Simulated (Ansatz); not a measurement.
## Bands, cutoff and cost in G0W0 for Si3N4 (Fd-3m)

Wanted: a G0W0 gap for Si3N4 (Fd-3m) that is converged in bands and cutoff, or an estimate of the limit.

Main program and level: Ansatz 0.2.0; G0W0 on PBE, plane waves, PAW.

## Step 1: The structure

The structure is cubic, space group Fd-3m (No. 227). The conventional cell has a = 7.787 Å, b = 7.787 Å, c = 7.787 Å, α = 90.00°, β = 90.00°, γ = 90.00°. Nearest to Si lie 6 N at 1.89 Å. Nearest to Si lie 4 N at 1.79 Å. N has 4 Si at 1.79 to 1.89 Å nearest. Farther neighbours and most contacts between anions are not listed.

Structure file:

```xyz
14
Lattice="0.0000 3.8937 3.8937 3.8937 0.0000 3.8937 3.8937 3.8937 0.0000" Properties=species:S:1:pos:R:3 pbc="T T T"
Si    2.9203    2.9203    0.9734
Si    2.9203    0.9734    2.9203
Si    0.9734    2.9203    2.9203
Si    0.9734    0.9734    0.9734
Si    5.8406    5.8406    5.8406
Si    3.8937    3.8937    3.8937
N     2.8624    2.8624    2.8624
N     6.8719    4.8092    4.8092
N     4.8092    4.8092    6.8719
N     4.8092    6.8719    4.8092
N     4.9251    4.9251    2.8624
N     4.9251    2.8624    4.9251
N     6.8719    6.8719    6.8719
N     2.8624    4.9251    4.9251
```

The cell and positions are those that the Materials Project relaxed with its own functionals (PBE, PBE+U or r2SCAN), kept fixed. This is not the form that Si3N4 usually takes at ambient conditions. The default PAW set here is soft_2. Its files were made with PBE.

## Step 2: 89 empty bands, screening to 48 eV

Now the one-shot GW correction: screening in the RPA, then the self-energy of the levels asked for.

input.yaml reads:

```yaml
crystal:
  lattice:
    - [0.0, 3.893718, 3.893718]
    - [3.893718, 0.0, 3.893718]
    - [3.893718, 3.893718, 0.0]
  atoms:
    - { symbol: Si, position: [0.125, 0.125, 0.625] }
    - { symbol: Si, position: [0.125, 0.625, 0.125] }
    - { symbol: Si, position: [0.625, 0.125, 0.125] }
    - { symbol: Si, position: [0.125, 0.125, 0.125] }
    - { symbol: Si, position: [0.75, 0.75, 0.75] }
    - { symbol: Si, position: [0.5, 0.5, 0.5] }
    - { symbol: "N", position: [0.367563, 0.367563, 0.367563] }
    - { symbol: "N", position: [0.352689, 0.882437, 0.882437] }
    - { symbol: "N", position: [0.882437, 0.882437, 0.352689] }
    - { symbol: "N", position: [0.882437, 0.352689, 0.882437] }
    - { symbol: "N", position: [0.367563, 0.367563, 0.897311] }
    - { symbol: "N", position: [0.367563, 0.897311, 0.367563] }
    - { symbol: "N", position: [0.882437, 0.882437, 0.882437] }
    - { symbol: "N", position: [0.897311, 0.367563, 0.367563] }
kpoints:
  mp_grid: { grid: [4, 4, 4] }
hamiltonian:
  xc: pbe
scf:
  occupations: { method: fixed }
gw:
  n_empty_bands: 89
  ecut_chi: 48
  qp_bands: [v4, c4]
  qp_kpoints: band_edges
  screening: { model: contour_deformation }
```

Command:

```sh
ansatz run input.yaml --threads 24 --pin off --max-ram 82944MiB --backend cuda --events-out ev --progress --plain --runs-dir out --devices 1 --max-vram 78GiB
```

Numbers of over 12 decimals in the logs are rounded to 6 here.

What it wrote:

```text
GPUs: using 1 of 1 available (devices: 1).
Engine: ansatz 0.2.0, aarch64-unknown-linux-gnu
Pseudopotentials: kind: paw
Pseudopotential: Si, paw, valence charge 4, recommended cutoff 420 eV (normal), Si.paw.azcp
Pseudopotential: N, paw, valence charge 5, recommended cutoff 420 eV (normal), N.paw.azcp
Functional definition: PBE
  parameter kappa = 0.804
  parameter beta = 0.066725
  exchange = pbe_x(kappa = kappa, mu = beta*pi^2/3)
  correlation = pbe_c(beta = beta)
[...]
Crystal: 14 atoms, lattice volume = 118.066 Å³
Basis set: ecut = 420 eV, 2277 PW (Γ)
Bands: 46, of which v1, the nominal top of the filled ones, is band 32 counted from 1 (31 counted from 0)
Symmetry: 48 space group operations
Space group: Fd-3m (ITA 227), of the structure as read, at distance tolerance 4.9e-5 Å
k-points: 8 of 64
Non-local potential: Si, projectors of the file, l = 0: 2, l = 1: 2, l = 2: 2
Non-local potential: N, projectors of the file, l = 0: 2, l = 1: 2, l = 2: 1
PAW form: soft (Blöchl's): semilocal exchange-correlation on the pseudo side does not see the compensation charge
PAW one-centre angular grid: Si, 110 points (default); XC on 64 Gauss nodes
PAW one-centre angular grid: N, 110 points (default); XC on 64 Gauss nodes
Initial density: superposition of atomic densities (neutral atoms: chi_scale 0, normalization atom), corrected by the library's trained network
Initial wavefunctions: pseudopotential atomic-orbital guess
[...]
Functional: x = pbe(κ = 0.804, μ = 0.219515), c = pbe(β = 0.066725)
SCF iter   1: F=—  HF=-6899.811041 eV  |F-HF|=—  |Δ(HF+E_count)|=         —  Δρ=4.05e-3  dr2=3.40e-2  ethr=1.77e-3  ⟨swp⟩=5.0  Hψ=1515  notcnv=0  defer=92
preconditioner: auto → Resta (q_TF=auto, 2.464 Å⁻¹)  ε∞=4.3  [insulator: Δε(μ)=3.365 eV  Ē_g=14.984 eV  n_scr=26 (ndim 8)  ℏωp=27.3 eV  f_vac=0.000  ε∞_Penn≈4.3]
SCF iter   2: F=—  HF=-6899.798089 eV  |F-HF|=—  |Δ(HF+E_count)|=   1.30e-2  Δρ=1.66e-3  dr2=5.33e-3  ethr=5.31e-5  ⟨swp⟩=2.2  Hψ=581  notcnv=0  defer=92
SCF iter   3: F=—  HF=-6899.797560 eV  |F-HF|=—  |Δ(HF+E_count)|=   5.28e-4  Δρ=4.67e-4  dr2=1.57e-4  ethr=8.33e-6  ⟨swp⟩=2.8  Hψ=516  notcnv=0  defer=92
SCF iter   4: F=—  HF=-6899.797625 eV  |F-HF|=—  |Δ(HF+E_count)|=   6.49e-5  Δρ=1.70e-4  dr2=2.03e-5  ethr=2.46e-7  ⟨swp⟩=3.0  Hψ=587  notcnv=0  defer=89
SCF iter   5: F=—  HF=-6899.797638 eV  |F-HF|=—  |Δ(HF+E_count)|=   1.22e-5  Δρ=1.90e-5  dr2=3.28e-7  ethr=3.17e-8  ⟨swp⟩=2.5  Hψ=610  notcnv=0  defer=78
SCF iter   6: F=-6899.797638 eV  HF=-6899.797638 eV  |F-HF|=6.68e-9  |Δ(HF+E_count)|=   2.91e-7  Δρ=4.17e-6  dr2=1.73e-8  ethr=1.56e-10  ⟨swp⟩=16.5  Hψ=2025  notcnv=0
SCF 1 converged in 6 iterations: F = -6899.797638 eV  dr2 = 1.73e-8
  greatest PAW one-centre occupation: 0.789 electrons in one spin orbital (limit 2), on the N atom at site 12 (counted from 0), in its partial waves of l = 0
[...]
NSCF: frozen V_eff on 8 k-points
the band table was solved once the SCF had ended and its energy, with any forces and stress, was formed, with the checks that follow a solve (1535 applications of the Hamiltonian). They found nothing against the state; the energy, forces and stress were not computed again (output.eigenvalues in the input reference)
[...]
NSCF: frozen V_eff on 8 k-points
G₀W₀ screening: q 1/8
[... further progress lines ...]
[...]
NSCF: frozen V_eff on 1 k-points
SCF converged after 6 iterations
Free energy (F): -6899.797638 eV
Harris-Foulkes:  -6899.797638 eV  (|F-HF|=6.68e-9)
Internal energy: -6899.797638 eV  (E = F + TS)
E sigma→0 (E₀):  -6899.797638 eV
Fermi energy:    10.952125 eV
--- Per-component energies (eV) ---
  E_band       = 271.292256
  E_kinetic    = 1360.532061
  E_local      = -1483.317157  (includes V_loc(G=0)·N_el)
  E_nonlocal   = 501.701837
  E_hartree    = 491.761990
  E_xc         = -831.500280
  E_vxc        = -919.279217  (∫ρ·V_xc dr)
  E_paw        = -4098.135667  (= ΣΔE_a)
  E_vpaw       = -171.866505  (= ΣTr[D̂ρ^β])
  E_aug_tail   = 0.000852  (compensation charges beyond the density's cutoff)
  E_ewald      = -2840.841273
  E_smearing   = -0.000000  (= −TS)
  E_closure    = -0.000000  (closes the sum)
  Σ components = -6899.797638   (vs F -6899.797638, Δ=0.00e0)
[...]
0    36     15.8599    -9.3723    -4.0636   -14.8602  0.8384    17.2960    17.2841  root
     1    29     10.4899   -22.0718     3.9692   -18.1059  0.8095    10.4932    10.4932  root
     1    30     10.5363   -21.9565     3.9833   -17.9704  0.8091    10.5335    10.5335  root
     1    31     10.8411   -22.3309     3.8990   -18.5069  0.8117    10.9161    10.9161  root
     1    32     10.8411   -22.3309     3.8990   -18.5069  0.8117    10.9161    10.9161  root
     1    33     15.0673    -8.5513    -3.8663   -13.5789  0.8400    16.2361    16.2286  root
     1    34     15.3235    -8.5549    -3.8469   -13.5674  0.8387    16.4968    16.4892  root
     1    35     15.3235    -8.5549    -3.8469   -13.5674  0.8387    16.4968    16.4892  root
     1    36     16.9454    -9.5742    -4.1836   -15.2916  0.8318    18.4950    18.4792  root
     2    29     10.5063   -22.3391     3.9471   -18.4107  0.8106    10.5250    10.5250  root
     2    30     10.5063   -22.3391     3.9471   -18.4107  0.8106    10.5250    10.5250  root
     2    31     10.6452   -22.0275     3.9313   -18.1359  0.8102    10.6850    10.6850  root
     2    32     10.6452   -22.0275     3.9313   -18.1359  0.8102    10.6850    10.6850  root
     2    33     15.9049    -8.2547    -4.0645   -13.5609  0.8372    17.1560    17.1466  root
     2    34     16.7458    -7.3040    -4.2072   -12.6761  0.8335    17.9200    17.9106  root
     2    35     16.7458    -7.3040    -4.2072   -12.6761  0.8335    17.9200    17.9106  root
     2    36     17.2173    -9.3561    -4.2611   -15.0836  0.8345    18.6981    18.6837  root
     3    29     10.3990   -21.9638     4.0035   -17.9568  0.8087    10.3955    10.3955  root
     3    30     10.4157   -22.2376     3.9507   -18.2832  0.8101    10.4120    10.4120  root
     3    31     10.4157   -22.2376     3.9507   -18.2832  0.8101    10.4120    10.4120  root
     3    32     10.7262   -22.0276     3.9563   -18.1057  0.8099    10.7606    10.7606  root
     3    33     15.3584    -8.3924    -3.9413   -13.4950  0.8390    16.5275    16.5197  root
     3    34     15.9195    -9.0827    -3.8213   -14.1824  0.8347    17.2077    17.1979  root
     3    35     15.9195    -9.0827    -3.8213   -14.1824  0.8347    17.2077    17.1979  root
[...]
7    29      9.9327   -22.0392     4.0166   -17.9381  0.8075     9.8481     9.8482  root
     7    30      9.9327   -22.0392     4.0166   -17.9381  0.8075     9.8481     9.8482  root
     7    31     10.2488   -21.7393     3.9480   -17.7548  0.8088    10.2124    10.2124  root
     7    32     10.2488   -21.7393     3.9480   -17.7548  0.8088    10.2124    10.2124  root
     7    33     17.6238    -8.0740    -4.1967   -13.6366  0.8266    19.0044    18.9898  root
     7    34     17.6238    -8.0740    -4.1967   -13.6366  0.8266    19.0044    18.9898  root
     7    35     18.1337    -8.3441    -4.3784   -14.2085  0.8238    19.6385    19.6196  root
     7    36     18.1337    -8.3441    -4.3784   -14.2085  0.8238    19.6385    19.6196  root
```

Elapsed: 1.8 s, on 1 × NVIDIA GB200 (shared by 2 runs) with 24 threads of Arm Neoverse V2, shared host; peak memory 1.2 GiB; 5.9 s of CPU time.

The column dr2 measures how far the density is from self-consistency, as an energy; F and HF (Harris–Foulkes) agree once it is small.

This step gave:

| Quantity | Value |
| --- | --- |
| bands summed | 121 |
| RPA ε∞ on this mesh (eigenvalues) | 5.202, 5.202, 5.202 |
| plane waves in the screening matrix | 89 |
| q-points in the mesh | 64 |
| G0W0 gap on the mesh | 4.341 eV |
| k of the valence top | 0, 0.25, -0.25 |
| k of the conduction bottom | 0, 0, 0 |
| starting gap on the mesh | 3.372 eV |
| Z at the valence top | 0.8120 |
| Z at the conduction bottom | 0.8420 |
| least direct G0W0 gap on the computed points | 4.362 eV |

The gap on the mesh goes from 3.37 eV to 4.34 eV, a correction of +0.97 eV. Between the two edge states, bare exchange in place of the xc potential would open the gap by 8.60 eV, and correlation takes back 7.63 eV.

## Step 3: 252 empty bands, screening to 96 eV

Another rung: the empty bands reach about as high as the screening cutoff, so the two stay in balance.

input.yaml: that of step 2 with these lines changed.

```diff
@@ -27,4 +27,4 @@
 gw:
-  n_empty_bands: 89
-  ecut_chi: 48
+  n_empty_bands: 252
+  ecut_chi: 96
   qp_bands: [v4, c4]
```

What it wrote:

```text
GPUs: using 1 of 1 available (devices: 1).
[...]
Crystal: 14 atoms, lattice volume = 118.066 Å³
Basis set: ecut = 420 eV, 2277 PW (Γ)
Bands: 46, of which v1, the nominal top of the filled ones, is band 32 counted from 1 (31 counted from 0)
Symmetry: 48 space group operations
[...]
k-points: 8 of 64
[...]
SCF iter   1: F=—  HF=-6899.811041 eV  |F-HF|=—  |Δ(HF+E_count)|=         —  Δρ=4.05e-3  dr2=3.40e-2  ethr=1.77e-3  ⟨swp⟩=5.0  Hψ=1515  notcnv=0  defer=92
[...]
SCF iter   6: F=-6899.797638 eV  HF=-6899.797638 eV  |F-HF|=6.68e-9  |Δ(HF+E_count)|=   2.91e-7  Δρ=4.17e-6  dr2=1.73e-8  ethr=1.56e-10  ⟨swp⟩=16.5  Hψ=2025  notcnv=0
SCF 1 converged in 6 iterations: F = -6899.797638 eV  dr2 = 1.73e-8
[...]
NSCF: frozen V_eff on 8 k-points
[...]
G₀W₀ screening: q 1/8
[... further progress lines ...]
[...]
SCF converged after 6 iterations
Free energy (F): -6899.797638 eV
[...]
Internal energy: -6899.797638 eV  (E = F + TS)
E sigma→0 (E₀):  -6899.797638 eV
Fermi energy:    10.952125 eV
[...]
0    36     15.8599    -9.3723    -4.4759   -14.8602  0.8313    16.8775    16.8718  root
     1    29     10.4899   -22.0718     3.4595   -18.1059  0.8013     9.9818     9.9835  root
     1    30     10.5363   -21.9565     3.4747   -17.9704  0.8009    10.0233    10.0250  root
     1    31     10.8411   -22.3309     3.3728   -18.5069  0.8031    10.3886    10.3899  root
     1    32     10.8411   -22.3309     3.3728   -18.5069  0.8031    10.3886    10.3899  root
     1    33     15.0673    -8.5513    -4.2432   -13.5789  0.8346    15.8550    15.8517  root
     1    34     15.3235    -8.5549    -4.2318   -13.5674  0.8333    16.1075    16.1042  root
     1    35     15.3235    -8.5549    -4.2318   -13.5674  0.8333    16.1075    16.1042  root
[...]
7    33     17.6238    -8.0740    -4.6609   -13.6366  0.8204    18.5317    18.5256  root
     7    34     17.6238    -8.0740    -4.6609   -13.6366  0.8204    18.5317    18.5256  root
     7    35     18.1337    -8.3441    -4.8508   -14.2085  0.8169    19.1555    19.1472  root
     7    36     18.1337    -8.3441    -4.8508   -14.2085  0.8169    19.1555    19.1472  root
```

Wall time 2.5 s (1 × NVIDIA GB200 (shared by 2 runs) with 24 threads); peak memory 1.3 GiB; 8.6 s of CPU time.

Numbers from this step:

```
bands summed                                 : 284
RPA ε∞ on this mesh (eigenvalues)            : 5.138, 5.138, 5.138
plane waves in the screening matrix          : 259
q-points in the mesh                         : 64
G0W0 gap on the mesh                         : 4.520 eV
k of the valence top                         : 0, 0.25, -0.25
k of the conduction bottom                   : 0, 0, 0
starting gap on the mesh                     : 3.372 eV
Z at the valence top                         : 0.8032
Z at the conduction bottom                   : 0.8369
least direct G0W0 gap on the computed points : 4.540 eV
```

Against the run with 4×4×4 mesh, 89 empty bands, screening to 48 eV, the gap moves by +0.18 eV.

## Step 4: 542 empty bands, screening to 160 eV

input.yaml: that of step 3 with these lines changed.

```diff
@@ -27,4 +27,4 @@
 gw:
-  n_empty_bands: 252
-  ecut_chi: 96
+  n_empty_bands: 542
+  ecut_chi: 160.0
   qp_bands: [v4, c4]
```

What it wrote:

```text
GPUs: using 1 of 1 available (devices: 1).
[...]
Crystal: 14 atoms, lattice volume = 118.066 Å³
Basis set: ecut = 420 eV, 2277 PW (Γ)
Bands: 46, of which v1, the nominal top of the filled ones, is band 32 counted from 1 (31 counted from 0)
Symmetry: 48 space group operations
[...]
k-points: 8 of 64
[...]
1    35     15.3235    -8.5549    -4.4122   -13.5674  0.8320    15.9257    15.9238  root
[...]
7    33     17.6238    -8.0740    -4.8697   -13.6366  0.8189    18.3204    18.3168  root
     7    34     17.6238    -8.0740    -4.8697   -13.6366  0.8189    18.3204    18.3168  root
     7    35     18.1337    -8.3441    -5.0710   -14.2085  0.8152    18.9320    18.9271  root
     7    36     18.1337    -8.3441    -5.0710   -14.2085  0.8152    18.9320    18.9271  root
[key lines of the parts left out:]
SCF converged after 6 iterations
Free energy (F): -6899.797638 eV
Fermi energy:    10.952125 eV
```

It took 6.4 s on 1 × NVIDIA GB200 (shared by 2 runs) with 24 threads; peak memory 2 GiB; 17 s of CPU time.

Numbers from this step:

* bands summed: 574
* RPA ε∞ on this mesh (eigenvalues): 5.067, 5.067, 5.067
* plane waves in the screening matrix: 537
* G0W0 gap on the mesh: 4.716 eV
* k of the valence top: 0, 0.25, -0.25
* k of the conduction bottom: 0, 0, 0
* starting gap on the mesh: 3.372 eV
* least direct G0W0 gap on the computed points: 4.738 eV

Against the run with 4×4×4 mesh, 252 empty bands, screening to 96 eV, the gap moves by +0.20 eV.

## Step 5: Changing the k mesh: 2×2×2 mesh, 252 empty bands, screening to 96 eV

Only the mesh changes. It samples the long-range screening, which converges on its own terms. Bands and cutoff differ from the step before, so it is read against an earlier run that matches them.

input.yaml: that of step 4 with these lines changed.

```diff
@@ -21,3 +21,3 @@
 kpoints:
-  mp_grid: { grid: [4, 4, 4] }
+  mp_grid: { grid: [2, 2, 2] }
 hamiltonian:
@@ -27,4 +27,4 @@
 gw:
-  n_empty_bands: 542
-  ecut_chi: 160.0
+  n_empty_bands: 252
+  ecut_chi: 96
   qp_bands: [v4, c4]
```

What it wrote:

```text
GPUs: using 1 of 1 available (devices: 1).
[...]
device memory: the entry about to start is reckoned to put 2.5 GiB on a device that reports 172.7 GiB free (of which the cap on the GPU budget leaves the run 78.0 GiB)
GPU FFT provider: cuFFT
GPU libraries: cuBLAS 13.8.1, cuFFT 12.4.0, cuSOLVER 12.3.2
GPU matrix products: emulated (plane waves: as basis.precision tells), large ones in fixed point in workspaces of 1.00 GiB
[...]
0    36     15.8727    -9.1522    -4.7043   -14.8314  0.8274    16.8533    16.8476  root
[...]
2    33     17.6131    -7.8905    -4.9809   -13.7642  0.8195    18.5121    18.5059  root
     2    34     17.6131    -7.8905    -4.9809   -13.7642  0.8195    18.5121    18.5059  root
     2    35     17.9486    -8.9626    -4.6851   -14.6132  0.8146    18.9216    18.9141  root
     2    36     17.9486    -8.9626    -4.6851   -14.6132  0.8146    18.9216    18.9141  root
[key lines of the parts left out:]
SCF converged after 6 iterations
Free energy (F): -6899.103122 eV
Fermi energy:    10.994721 eV
```

Wall time 1.5 s (1 × NVIDIA GB200 (shared by 2 runs) with 24 threads); peak memory 1.2 GiB; 3.3 s of CPU time.

This step gave:

```yaml
bands_summed: 284
rpa_eps_infinity_on_this_mesh_eigenvalues: 6.218, 6.218, 6.218
plane_waves_in_the_screening_matrix: 259
g0w0_gap_on_the_mesh: 4.432 eV
k_of_the_valence_top: 0, 0, 0
k_of_the_conduction_bottom: 0, 0, 0
starting_gap_on_the_mesh: 3.334 eV
least_direct_g0w0_gap_on_the_computed_points: 4.432 eV
```

Against the run with 4×4×4 mesh, 252 empty bands, screening to 96 eV, the gap moves by −0.09 eV, while the start moved by −0.04 eV. A band edge is found at another k point on this mesh.

(Part 1 of 2 ends here.)

[Paths, hosts, dates, memory and timing lines, banners, echoed tables and standing remarks are left out of the program output.]

[Logs are printed without paths, hosts, clocks, repeated set-up lines and the standing remarks that a program may print on its own settings, such as how far it seeks lower states.]

[Runs of the session that timed out or met a known fault of the program may be left out.]

[Cells called generated may have been cut or substituted from an entry of the Crystallography Open Database or the Materials Project.]

[Hosts, paths, dates, database ids (printed as entryN), source tags and the programs' standing remarks are cut or masked in the printed files.]
